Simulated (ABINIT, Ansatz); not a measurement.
# Quasiparticle gap of SiC (F-43m) in ABINIT, part 3 of 3

Wanted: ground state, empty states, screening and self-energy for SiC (F-43m).

ABINIT 10.8.3; PBE and many-body steps on it, plane waves. Known limits of the many-body steps: not at the basis limit.

So far. Step 4 (Empty states on the mesh, 8×8×8 mesh, 387 bands): On this mesh the gap is 1.361 eV. Step 5 (Screening, 8×8×8 mesh, 379 bands, screening to 435.4 eV): Local fields lower ε∞ by 9 %.

## (6) Self-energy, 8×8×8 mesh, 379 bands, screening to 435.4 eV

The self-energy is evaluated for the states that the input lists, and the levels follow from it, in one-shot runs by the linearised quasiparticle equation.

This step: G0W0 on PBE, plane waves, norm-conserving pseudopotentials.

run.abi

```
acell 3*1.0 Angstrom
rprim 
  -0.000000000000 2.179000000000 2.179000000000
  2.179000000000 0.000000000000 2.179000000000
  2.179000000000 2.179000000000 -0.000000000000
ntypat 2
znucl 14 6
natom 2
typat 1 2
xred 
  0.000000000000 0.000000000000 0.000000000000
  0.250000000000 0.250000000000 0.250000000000
pp_dirpath "pseudos"
pseudos "Si.upf, C.upf"
ecut 37
ngkpt 8 8 8
nshiftk 1
shiftk 0 0 0
kptopt 1
chksymbreak 0
istwfk *1
occopt 1
irdwfk 1
optdriver 4
nband 379
gwcalctyp 0
ecutsigx 37
symsigma 1
nkptgw 2
kptgw 
  0.0000000000 0.0000000000 0.0000000000
  0.5000000000 0.5000000000 0.0000000000
bdgw 
  2 8
  3 6
ecuteps 16
irdscr 1
ppmodel 1
indata_prefix "in"
outdata_prefix "out"
tmpdata_prefix "tmp"
```

Started as:

```
$ OMP_NUM_THREADS=1 mpirun -n 8 abinit run.abi > log
```

Numbers of over 12 decimals in the logs are rounded to 6 here.

Output:

```text
.Version 10.8.3 of ABINIT. v10.8.2 released Aug 2026.

 Symmetries : space group F-4 3 m (#216); Bravais cF (face-center cubic)
[... echo of the input left out ...]
== DATASET  1 ==================================================================
-   mpi_nproc: 8, omp_nthreads: 1 (-1 if OMP is not activated)

--- !DatasetInfo
iteration_state: {dtset: 1, }
dimensions: {natom: 2, nkpt: 29, mband: 379, nsppol: 1, nspinor: 1, nspden: 1, mpw: 1524, }
cutoff_energies: {ecut:  37.0, pawecutdg:  -1.0, }
electrons: {nelect:   8.00000000E+00, charge:   0.00000000E+00, occopt:   1.00000000E+00, tsmear:   1.00000000E-02, }

 SIGMA: Calculation of the GW corrections

 Based on a program developped by R.W. Godby, V. Olevano, G. Onida, and L. Reining.
 Incorporated in ABINIT by V. Olevano, G.-M. Rignanese, and M. Torrent.
.Using double precision arithmetic ; gwpc =  8

[... cell and pseudopotentials left out ...]
--------------------------------------------------------------------------------

 ==== K-mesh for the wavefunctions ====
 Number of points in the irreducible wedge :    29
[... list of points left out ...]
 Together with 24 symmetry operations and time-reversal symmetry
 yields   512 points in the full Brillouin Zone.

 ==== Q-mesh for screening function ====
 Number of points in the irreducible wedge :    29
[... list of points left out ...]
 Together with 24 symmetry operations and time-reversal symmetry
 yields   512 points in the full Brillouin Zone.

 vcoul_init : cutoff-mode = AUXILIARY_FUNCTION
 q-points for optical limit:   1
     1)      0.000010    0.000020    0.000030
 setmesh: FFT mesh size selected  =    32x   32x   32
          total number of points  =        32768

 Number of electrons calculated from density =    8.0000; Expected =    8.0000
 average of density, n =  0.057292
 r_s =    1.6092
 omega_plasma =   23.0888 [eV]

 === KS Band Gaps ===
  >>>> For spin  1
   Minimum direct gap =   4.5530 [eV], located at k-point      :   0.5000  0.5000  0.0000
   Fundamental gap    =   1.3613 [eV], Top of valence bands at :   0.0000  0.0000  0.0000
                                       Bottom of conduction at :   0.5000  0.5000  0.0000
 SIGMA fundamental parameters:
 PLASMON POLE MODEL  1
 number of plane-waves for SigmaX                 1459
 number of plane-waves for SigmaC and W            411
 number of plane-waves for wavefunctions          1459
 number of bands                                   379
 number of independent spin polarizations            1
 number of spinorial components                      1
 number of k-points in IBZ                          29
 number of q-points in IBZ                          29
 number of symmetry operations                      24
 number of k-points in BZ                          512
 number of q-points in BZ                          512
 number of frequencies for dSigma/dE                 9
 frequency step for dSigma/dE [eV]                0.25
 number of omega for Sigma on real axis              0
 max omega for Sigma on real axis  [eV]           0.00
 zcut for avoiding poles [eV]                     0.10

 EPSILON^-1 parameters (SCR file):
 dimension of the eps^-1 matrix on file            411
 dimension of the eps^-1 matrix used               411
 number of plane-waves for wavefunctions          1459
 number of bands                                   379
 number of q-points in IBZ                          29
 number of frequencies                               2
 number of real frequencies                          1
 number of imag frequencies                          1

 matrix elements of self-energy operator (all in [eV])

 Perturbative Calculation

--- !SelfEnergy_ee
iteration_state: {dtset: 1, }
kpoint     : [   0.000,    0.000,    0.000, ]
spin       : 1
KS_gap     :    6.223
QP_gap     :    7.147
Delta_QP_KS:    0.924
data: !SigmaeeData |
     Band     E0 <VxcDFT>   SigX SigC(E0)      Z dSigC/dE  Sig(E)    E-E0       E
        2   6.835 -14.927 -17.547   1.680   0.791  -0.264 -15.671  -0.744   6.091
        3   6.835 -14.927 -17.547   1.680   0.791  -0.264 -15.671  -0.744   6.091
        4   6.835 -14.927 -17.547   1.680   0.791  -0.264 -15.671  -0.744   6.091
        5  13.058 -13.214  -7.586  -5.401   0.789  -0.267 -13.034   0.180  13.238
        6  14.146 -11.329  -5.851  -5.194   0.806  -0.241 -11.101   0.228  14.374
        7  14.146 -11.329  -5.851  -5.194   0.806  -0.241 -11.101   0.228  14.374
        8  14.146 -11.329  -5.851  -5.194   0.806  -0.241 -11.101   0.228  14.374

--- !SelfEnergy_ee
iteration_state: {dtset: 1, }
kpoint     : [   0.500,    0.500,    0.000, ]
spin       : 1
KS_gap     :    4.553
QP_gap     :    5.634
Delta_QP_KS:    1.081
data: !SigmaeeData |
     Band     E0 <VxcDFT>   SigX SigC(E0)      Z dSigC/dE  Sig(E)    E-E0       E
        3   3.643 -13.566 -17.410   2.552   0.782  -0.279 -14.576  -1.010   2.634
        4   3.643 -13.566 -17.410   2.552   0.782  -0.279 -14.576  -1.010   2.634
        5   8.196 -10.510  -6.435  -3.987   0.820  -0.219 -10.438   0.072   8.268
        6  11.168 -10.772  -5.999  -4.483   0.822  -0.216 -10.533   0.239  11.407

== END DATASET(S) ==============================================================
================================================================================

 -outvars: echo values of variables after computation  --------
           etotal      0.0000000000E+00
            nband         379
             nkpt          29
          spgroup         216
 [... the other variables as echoed above ...]

 Calculation completed.
```

It took 2.6 min on 8 MPI ranks of Intel Xeon at 2.80GHz (Skylake/Cascade Lake), shared host; peak memory 6 GiB.

This step gave:

```yaml
g0w0_gap_on_the_points_computed: 2.177 eV
starting_gap_on_the_mesh: 1.361 eV
k_of_the_valence_top: 0, 0, 0
k_of_the_conduction_bottom: 0.5, 0.5, 0
z_at_the_valence_top: 0.791
z_at_the_conduction_bottom: 0.82
least_direct_g0w0_gap_on_the_computed_points: 5.634 eV
```

The gap on the mesh goes from 1.36 eV to 2.18 eV, a correction of +0.82 eV.

Limits: finite bands, cutoff and mesh. v1 is the top filled band, c1 the lowest empty one. The levels before and after the correction (eV, zero at the valence-band top of each column):

|  | conduction bottom | valence top |
| --- | --- | --- |
| Kohn-Sham | 1.36 | 0.00 |
| G0W0 | 2.18 | 0.00 |

|  | level | energy (eV) |
| --- | --- | --- |
| Kohn-Sham | Γ v3-v1 | 0.000 |
| Kohn-Sham | Γ c1 | 6.223 |
| Kohn-Sham | Γ c2-c4 | 7.311 |
| Kohn-Sham | (0.5 0.5 0) v2-v1 | -3.192 |
| Kohn-Sham | (0.5 0.5 0) c1 | 1.361 |
| Kohn-Sham | (0.5 0.5 0) c2 | 4.333 |
| G0W0 | Γ v3-v1 | 0.000 |
| G0W0 | Γ c1 | 7.147 |
| G0W0 | Γ c2-c4 | 8.283 |
| G0W0 | (0.5 0.5 0) v2-v1 | -3.457 |
| G0W0 | (0.5 0.5 0) c1 | 2.177 |
| G0W0 | (0.5 0.5 0) c2 | 5.316 |

## (7) Where the time went

Times are wall times on 8 MPI ranks of Intel Xeon at 2.80GHz (Skylake/Cascade Lake), shared host, good to a factor of about two.

| step | time | share | memory (GiB) |
| --- | --- | --- | --- |
| ground state | 5.3 s | 1 % | 0.42 |
| bands along the symmetry lines | 5.5 s | 1 % | 0.54 |
| empty states on the mesh | 13 s | 2 % | 1.4 |
| screening | 10 min | 78 % | 6.1 |
| self-energy | 2.6 min | 19 % | 6.0 |

## (8) Outcome

| Quantity | Value |
| --- | --- |
| PBE gap | 1.36 eV, indirect |
| G0W0 gap on the mesh | 2.18 eV |
| GW settings | 8×8×8 mesh, 379 bands, screening to 435.4 eV, Godby-Needs plasmon pole |
| known limits | not at the basis limit |

What this shows: G0W0 moves the gap on the mesh from 1.36 eV to 2.18 eV (+0.82 eV), with Z of 0.79 and 0.82 at the edges. Local fields lower the RPA ε∞ on this mesh from 7.31 to 6.67. Only 2 of the mesh's irreducible points were corrected, so a valley elsewhere could overtake. The dearest step here is «screening». Against experiment, by G0W0@PBE: the gap of 2.18 eV lies −0.22 eV from the measured 2.4 eV (indirect, 2018); the gap of 2.18 eV lies −0.21 eV from the measured 2.39 eV (kind not stated, quoted 2020). The calculation has static nuclei and no excitons; a measured gap holds zero-point and thermal motion, which mostly lowers it. Bands and cutoff are finite, so the gap is not at the basis limit. The miss can reach some tenths of an eV and take either sign; the mesh is an error of its own. In the G0W0 run levels were corrected at 2 k points alone, so a gap called «on the mesh» is the least over those, and an edge elsewhere would be missed.

[Paths, hosts, dates, memory and timing lines, banners, echoed tables and standing remarks are left out of the program output.]

[Logs are printed without paths, hosts, clocks, repeated set-up lines and the standing remarks that a program may print on its own settings, such as how far it seeks lower states.]

[Runs of the session that timed out or met a known fault of the program may be left out.]

[Hosts, paths, dates, database ids (printed as entryN), source tags and the programs' standing remarks are cut or masked in the printed files.]

[G0W0 gaps are taken among the corrected bands and points alone; a level outside them can change the order at an edge.]

[Where Ansatz stands beside ABINIT at settings called matched, ABINIT's density can come from a denser mesh and the files from another edition; pairs whose starting gaps differed by over 0.03 eV were left out, so agreement reads better than it is.]
